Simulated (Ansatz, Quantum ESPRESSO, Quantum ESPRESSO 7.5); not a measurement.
**Conductance against width: vacuum gaps between two Al(100) faces**

Wanted: T at the Fermi level along a series, and its decay constant, for vacuum gaps between two Al(100) faces.

Program: Quantum ESPRESSO 7.5. Level of theory: plane-wave DFT, PBE, GBRV ultrasoft pseudopotentials (cross-check by Ansatz 0.2.0 with PAW datasets). Values are calculated unless marked as measured.

**1. The structure**

The cell holds 12 atoms: 12 Al. Its edges and angles: a = 2.857 Å, b = 2.857 Å, c = 26.220 Å, α = 90.0°, β = 90.0°, γ = 90.0°. It derives from Al. Regions: left lead, 6 atoms (6 Al); right lead, 6 atoms (6 Al). The structure is stacked, and the current runs, along c.

Structure file:

```cif
data_structure
_symmetry_space_group_name_H-M 'P 1'
_symmetry_Int_Tables_number 1
_cell_length_a 2.8567
_cell_length_b 2.8567
_cell_length_c 26.2200
_cell_angle_alpha 90.000
_cell_angle_beta 90.000
_cell_angle_gamma 90.000
_cell_volume 213.98
loop_
_atom_site_label
_atom_site_type_symbol
_atom_site_fract_x
_atom_site_fract_y
_atom_site_fract_z
_atom_site_occupancy
Al1 Al 0.00000 0.00000 0.00000 1
Al2 Al 0.50000 0.50000 0.07704 1
Al3 Al 0.00000 0.00000 0.15408 1
Al4 Al 0.50000 0.50000 0.23112 1
Al5 Al 0.00000 0.00000 0.30816 1
Al6 Al 0.50000 0.50000 0.38520 1
Al7 Al 0.00000 0.00000 0.53776 1
Al8 Al 0.50000 0.50000 0.61480 1
Al9 Al 0.00000 0.00000 0.69184 1
Al10 Al 0.50000 0.50000 0.76888 1
Al11 Al 0.00000 0.00000 0.84592 1
Al12 Al 0.50000 0.50000 0.92296 1
```

**2. Self-consistent run, 4 Å**

One periodic cell holds a lead period, the junction and more lead; the atoms stay as built.

j0.scf.in

```
&control
  prefix = 'j0.scf'
  outdir = './out'
  pseudo_dir = './pseudo'
  calculation = 'scf'
  tprnfor = .true.
/
&system
  ibrav = 0
  nat = 12
  ntyp = 1
  ecutwfc = 40
  ecutrho = 200
  occupations = 'smearing'
  smearing = 'mv'
  degauss = 0.01
/
&electrons
  conv_thr = 1e-07
  mixing_beta = 0.25
  electron_maxstep = 120
  mixing_mode = 'local-TF'
/
ATOMIC_SPECIES
  Al  26.9815  al_pbe_v1.uspp.F.UPF
CELL_PARAMETERS angstrom
  2.85671139599365 0.00000000000000 0.00000000000000
  0.00000000000000 2.85671139599365 0.00000000000000
  0.00000000000000 0.00000000000000 26.22000000000000
ATOMIC_POSITIONS crystal
  Al  0.000000000000 0.000000000000 0.000000000000
  Al  0.500000000000 0.500000000000 0.077040427155
  Al  0.000000000000 0.000000000000 0.154080854310
  Al  0.500000000000 0.500000000000 0.231121281465
  Al  0.000000000000 0.000000000000 0.308161708619
  Al  0.500000000000 0.500000000000 0.385202135774
  Al  0.000000000000 0.000000000000 0.537757437071
  Al  0.500000000000 0.500000000000 0.614797864226
  Al  0.000000000000 0.000000000000 0.691838291381
  Al  0.500000000000 0.500000000000 0.768878718535
  Al  0.000000000000 0.000000000000 0.845919145690
  Al  0.500000000000 0.500000000000 0.922959572845
K_POINTS automatic
  8 8 1 0 0 0
```

Run with:

```
> OMP_NUM_THREADS=1 mpirun -n 2 pw.x -nk 2 -in j0.scf.in > j0.scf.out
```

Standard output:

```text
Program PWSCF v.7.5 starts

     Parallel version (MPI & OpenMP), running on       2 processor cores
     Number of MPI processes:                 2
     Threads/MPI process:                     1

     MPI processes distributed on     1 nodes

     Current dimensions of program PWSCF are:
     Max number of different atomic species (ntypx) = 10
     Max number of k-points (npk) =  40000
     Max angular momentum in pseudopotentials (lmaxx) =  4
     Message from routine setup:
     using ibrav=0 with symmetry is DISCOURAGED, use correct ibrav instead

     K-points division:     npool     =       2
     Subspace diagonalization in iterative solution of the eigenvalue problem:
     a serial algorithm will be used

     G-vector sticks info
     --------------------
     sticks:   dense  smooth     PW     G-vecs:    dense   smooth      PW
     Sum         465     373    121                68791    49355    8905

     Using Slab Decomposition

     bravais-lattice index     =            0
     lattice parameter (alat)  =       5.3984  a.u.
     unit-cell volume          =    1443.9828 (a.u.)^3
     number of atoms/cell      =           12
     number of atomic types    =            1
     number of electrons       =        36.00
     number of Kohn-Sham states=           22
     kinetic-energy cutoff     =      40.0000  Ry
     charge density cutoff     =     200.0000  Ry
     scf convergence threshold =      1.0E-07
     mixing beta               =       0.2500
     number of iterations used =            8  local-TF  mixing
     Exchange-correlation= SLA  PW   PBE  PBE
                           (   1   4   3   4   0   0   0)

     celldm(1)=   5.398402  celldm(2)=   0.000000  celldm(3)=   0.000000
     celldm(4)=   0.000000  celldm(5)=   0.000000  celldm(6)=   0.000000

     crystal axes: (cart. coord. in units of alat)
               a(1) = (   1.000000   0.000000   0.000000 )
               a(2) = (   0.000000   1.000000   0.000000 )
               a(3) = (   0.000000   0.000000   9.178386 )

     reciprocal axes: (cart. coord. in units 2 pi/alat)
               b(1) = (  1.000000  0.000000  0.000000 )
               b(2) = (  0.000000  1.000000  0.000000 )
               b(3) = (  0.000000  0.000000  0.108952 )

     PseudoPot. # 1 for Al read from file:
     ./pseudo/al_pbe_v1.uspp.F.UPF
     Pseudo is Ultrasoft + core correction, Zval =  3.0
     Generated by new atomic code, or converted to UPF format
     Using radial grid of  893 points,  3 beta functions with:
                l(1) =   0
                l(2) =   1
                l(3) =   2
     Q(r) pseudized with  8 coefficients,  rinner =    0.900   0.900   0.900
                                                       0.900   0.900

     atomic species   valence    mass     pseudopotential
     Al                3.00    26.98150     Al( 1.00)

      8 Sym. Ops. (no inversion) found

   Cartesian axes

     site n.     atom                  positions (alat units)
         1        Al     tau(   1) = (   0.0000000   0.0000000   0.0000000  )
         2        Al     tau(   2) = (   0.5000000   0.5000000   0.7071068  )
         3        Al     tau(   3) = (   0.0000000   0.0000000   1.4142136  )
         4        Al     tau(   4) = (   0.5000000   0.5000000   2.1213203  )
         5        Al     tau(   5) = (   0.0000000   0.0000000   2.8284271  )
         6        Al     tau(   6) = (   0.5000000   0.5000000   3.5355339  )
         7        Al     tau(   7) = (   0.0000000   0.0000000   4.9357454  )
         8        Al     tau(   8) = (   0.5000000   0.5000000   5.6428521  )
         9        Al     tau(   9) = (   0.0000000   0.0000000   6.3499589  )
        10        Al     tau(  10) = (   0.5000000   0.5000000   7.0570657  )
        11        Al     tau(  11) = (   0.0000000   0.0000000   7.7641725  )
        12        Al     tau(  12) = (   0.5000000   0.5000000   8.4712793  )

     number of k points=    15  Marzari-Vanderbilt smearing, width (Ry)=  0.0100
                       cart. coord. in units 2pi/alat
        k(    1) = (   0.0000000   0.0000000   0.0000000), wk =   0.0312500
        k(    2) = (   0.0000000   0.1250000   0.0000000), wk =   0.1250000
        k(    3) = (   0.0000000   0.2500000   0.0000000), wk =   0.1250000
        k(    4) = (   0.0000000   0.3750000   0.0000000), wk =   0.1250000
        k(    5) = (   0.0000000  -0.5000000   0.0000000), wk =   0.0625000
        k(    6) = (   0.1250000   0.1250000   0.0000000), wk =   0.1250000
        k(    7) = (   0.1250000   0.2500000   0.0000000), wk =   0.2500000
        k(    8) = (   0.1250000   0.3750000   0.0000000), wk =   0.2500000
        k(    9) = (   0.1250000  -0.5000000   0.0000000), wk =   0.1250000
        k(   10) = (   0.2500000   0.2500000   0.0000000), wk =   0.1250000
[...]
k(   15) = (  -0.5000000  -0.5000000   0.0000000), wk =   0.0312500

     Dense  grid:    68791 G-vectors     FFT dimensions: (  25,  25, 225)

     Smooth grid:    49355 G-vectors     FFT dimensions: (  24,  24, 200)

     Estimated max dynamical RAM per process >     117.11 MB

     Estimated total dynamical RAM >     217.43 MB

     Initial potential from superposition of free atoms

     starting charge      35.9704, renormalised to      36.0000
     Starting wfcs are   48 randomized atomic wfcs

     total cpu time spent up to now is        1.3 secs

     per-process dynamical memory:    69.0 Mb

     Self-consistent Calculation

     iteration #  1     ecut=    40.00 Ry     beta= 0.25
     Davidson diagonalization with overlap
     ethr =  1.00E-02,  avg # of iterations =  2.6

     total cpu time spent up to now is        3.3 secs

     total energy              =     -80.45268659 Ry
     estimated scf accuracy    <       0.87652320 Ry

     iteration #  2     ecut=    40.00 Ry     beta= 0.25

     total energy              =     -80.39305155 Ry
     estimated scf accuracy    <       0.60344117 Ry

     iteration #  3     ecut=    40.00 Ry     beta= 0.25

     total energy              =     -80.42083613 Ry
     estimated scf accuracy    <       0.00702293 Ry

     iteration #  4     ecut=    40.00 Ry     beta= 0.25

     total energy              =     -80.42417036 Ry
     estimated scf accuracy    <       0.01438804 Ry

     iteration #  5     ecut=    40.00 Ry     beta= 0.25

     total energy              =     -80.42352826 Ry
     estimated scf accuracy    <       0.01179886 Ry

     iteration #  6     ecut=    40.00 Ry     beta= 0.25

     total energy              =     -80.42343469 Ry
     estimated scf accuracy    <       0.00365333 Ry

     iteration #  7     ecut=    40.00 Ry     beta= 0.25

     total energy              =     -80.42370021 Ry
     estimated scf accuracy    <       0.00165889 Ry

     iteration #  8     ecut=    40.00 Ry     beta= 0.25

     total energy              =     -80.42360049 Ry
     estimated scf accuracy    <       0.00087418 Ry

     iteration #  9     ecut=    40.00 Ry     beta= 0.25

     total energy              =     -80.42372504 Ry
     estimated scf accuracy    <       0.00019291 Ry

     iteration # 10     ecut=    40.00 Ry     beta= 0.25

     total energy              =     -80.42369158 Ry
     estimated scf accuracy    <       0.00111042 Ry

     iteration # 11     ecut=    40.00 Ry     beta= 0.25

     total energy              =     -80.42365174 Ry
     estimated scf accuracy    <       0.00042240 Ry

     iteration # 12     ecut=    40.00 Ry     beta= 0.25

     total energy              =     -80.42368491 Ry
     estimated scf accuracy    <       0.00002378 Ry

     iteration # 13     ecut=    40.00 Ry     beta= 0.25

     total energy              =     -80.42368489 Ry
     estimated scf accuracy    <       0.00002517 Ry

     iteration # 14     ecut=    40.00 Ry     beta= 0.25

     total energy              =     -80.42368442 Ry
     estimated scf accuracy    <       0.00001439 Ry

     iteration # 15     ecut=    40.00 Ry     beta= 0.25

     total energy              =     -80.42368424 Ry
     estimated scf accuracy    <       0.00000398 Ry

     iteration # 16     ecut=    40.00 Ry     beta= 0.25

     total energy              =     -80.42368452 Ry
     estimated scf accuracy    <       0.00000012 Ry

     iteration # 17     ecut=    40.00 Ry     beta= 0.25

     total energy              =     -80.42368456 Ry
     estimated scf accuracy    <       0.00000021 Ry

     iteration # 18     ecut=    40.00 Ry     beta= 0.25

     total energy              =     -80.42368455 Ry
     estimated scf accuracy    <       0.00000025 Ry

     iteration # 19     ecut=    40.00 Ry     beta= 0.25

     End of self-consistent calculation

          k = 0.0000 0.0000 0.0000 (  6251 PWs)   bands (ev):

    -4.1034  -3.9043  -3.6074  -3.1825  -2.7050  -2.0254  -1.3251  -0.4019
     0.4108   1.6238   2.4721   4.2124   4.3156   6.7565   7.5087   9.8677
    10.3242  12.6315  12.6316  12.8040  12.8040  13.0616

          k = 0.0000 0.1250 0.0000 (  6217 PWs)   bands (ev):

    -3.8201  -3.6213  -3.3248  -2.9006  -2.4238  -1.7454  -1.0461  -0.1245
     0.6871   1.8974   2.7449   4.4776   4.5859   7.0143   7.7615   9.1478
     9.3370   9.5373   9.9441  10.1832  10.4166  10.6259

          k = 0.0000 0.2500 0.0000 (  6199 PWs)   bands (ev):

    -2.9730  -2.7750  -2.4799  -2.0577  -1.5833  -0.9083  -0.2121   0.7044
     1.5128   2.7143   3.5579   5.2703   5.3422   5.8232   5.9609   6.2484
     6.6465   7.0989   7.7382   7.8412   8.4155   8.6114

          k = 0.0000 0.3750 0.0000 (  6161 PWs)   bands (ev):

    -1.5707  -1.3743  -1.0815  -0.6629  -0.1924   0.4764   1.1672   2.0722
     2.8263   2.8576   3.0338   3.3023   3.7300   4.0853   4.1839   4.8075
     4.9432   5.5056   6.3618   6.6310   6.7130   7.2240

          k = 0.0000-0.5000 0.0000 (  6170 PWs)   bands (ev):

     0.3710   0.3710   0.5650   0.5650   0.8541   0.8541   1.2663   1.2663
     1.7298   1.7298   2.3992   2.3992   3.0925   3.0925   3.9801   3.9801
     4.7794   4.7794   5.9463   5.9463   6.8011   6.8011

          k = 0.1250 0.1250 0.0000 (  6205 PWs)   bands (ev):

    -3.5372  -3.3387  -3.0427  -2.6192  -2.1432  -1.4659  -0.7676   0.1523
     0.9629   2.1705   3.0172   4.7427   4.8554   7.2739   8.0206   8.8390
     9.0231   9.2990   9.6875  10.1315  10.2036  10.3300

[...]
the Fermi energy is     7.0246 ev

!    total energy              =     -80.42368449 Ry
     estimated scf accuracy    <       0.00000007 Ry
     smearing contrib. (-TS)   =      -0.00094947 Ry
     internal energy E=F+TS    =     -80.42273502 Ry

     The total energy is F=E-TS. E is the sum of the following terms:
     one-electron contribution =       9.01735607 Ry
     hartree contribution      =      12.32447428 Ry
     xc contribution           =     -51.31588570 Ry
     ewald contribution        =     -50.44867968 Ry

     convergence has been achieved in  19 iterations

     Forces acting on atoms (cartesian axes, Ry/au):

     atom    1 type  1   force =     0.00000000    0.00000000    0.00572033
     atom    2 type  1   force =     0.00000000    0.00000000   -0.00081294
     atom    3 type  1   force =     0.00000000    0.00000000   -0.00469170
     atom    4 type  1   force =     0.00000000    0.00000000    0.00556481
     atom    5 type  1   force =     0.00000000    0.00000000   -0.00573992
     atom    6 type  1   force =     0.00000000    0.00000000    0.00934530
     atom    7 type  1   force =     0.00000000    0.00000000   -0.00932221
     atom    8 type  1   force =     0.00000000    0.00000000    0.00569366
     atom    9 type  1   force =     0.00000000    0.00000000   -0.00554142
     atom   10 type  1   force =     0.00000000    0.00000000    0.00471531
     atom   11 type  1   force =     0.00000000    0.00000000    0.00076610
     atom   12 type  1   force =     0.00000000    0.00000000   -0.00569733

     Total force =     0.020297     Total SCF correction =     0.000451

=------------------------------------------------------------------------------=
   JOB DONE.
=------------------------------------------------------------------------------=
```

Wall time 32 s (2 MPI ranks of Arm Neoverse V2, shared host); peak memory 0.28 GiB.

Read from the output:

```
free energy  : -1094.2200 eV
Fermi energy : 7.025 eV
```

The run needed 19 iterations to bring the estimated error under 1e-07 Ry; the largest force on any atom, held or free, is 0.24 eV/Å.

[end of part 1 of 4]

[Long decimals in the printed logs are rounded to 6 places.]

[Repeated lines of the later SCF iterations (solver, time, negative density, dipole) and banner, clock, host and MPI lines are left out of these logs without a mark at each place.]

[Logs are printed without paths, hosts, clocks, repeated set-up lines and the standing remarks that a program may print on its own settings, such as how far it seeks lower states.]

[Hosts, paths, dates, database ids (printed as entryN), source tags and the programs' standing remarks are cut or masked in the printed files.]

[Maps of the electrostatic potential energy from Ansatz leave out the sawtooth potential of an applied field or a dipole correction, so their vacuum need not be flat; planar profiles and work functions include it.]
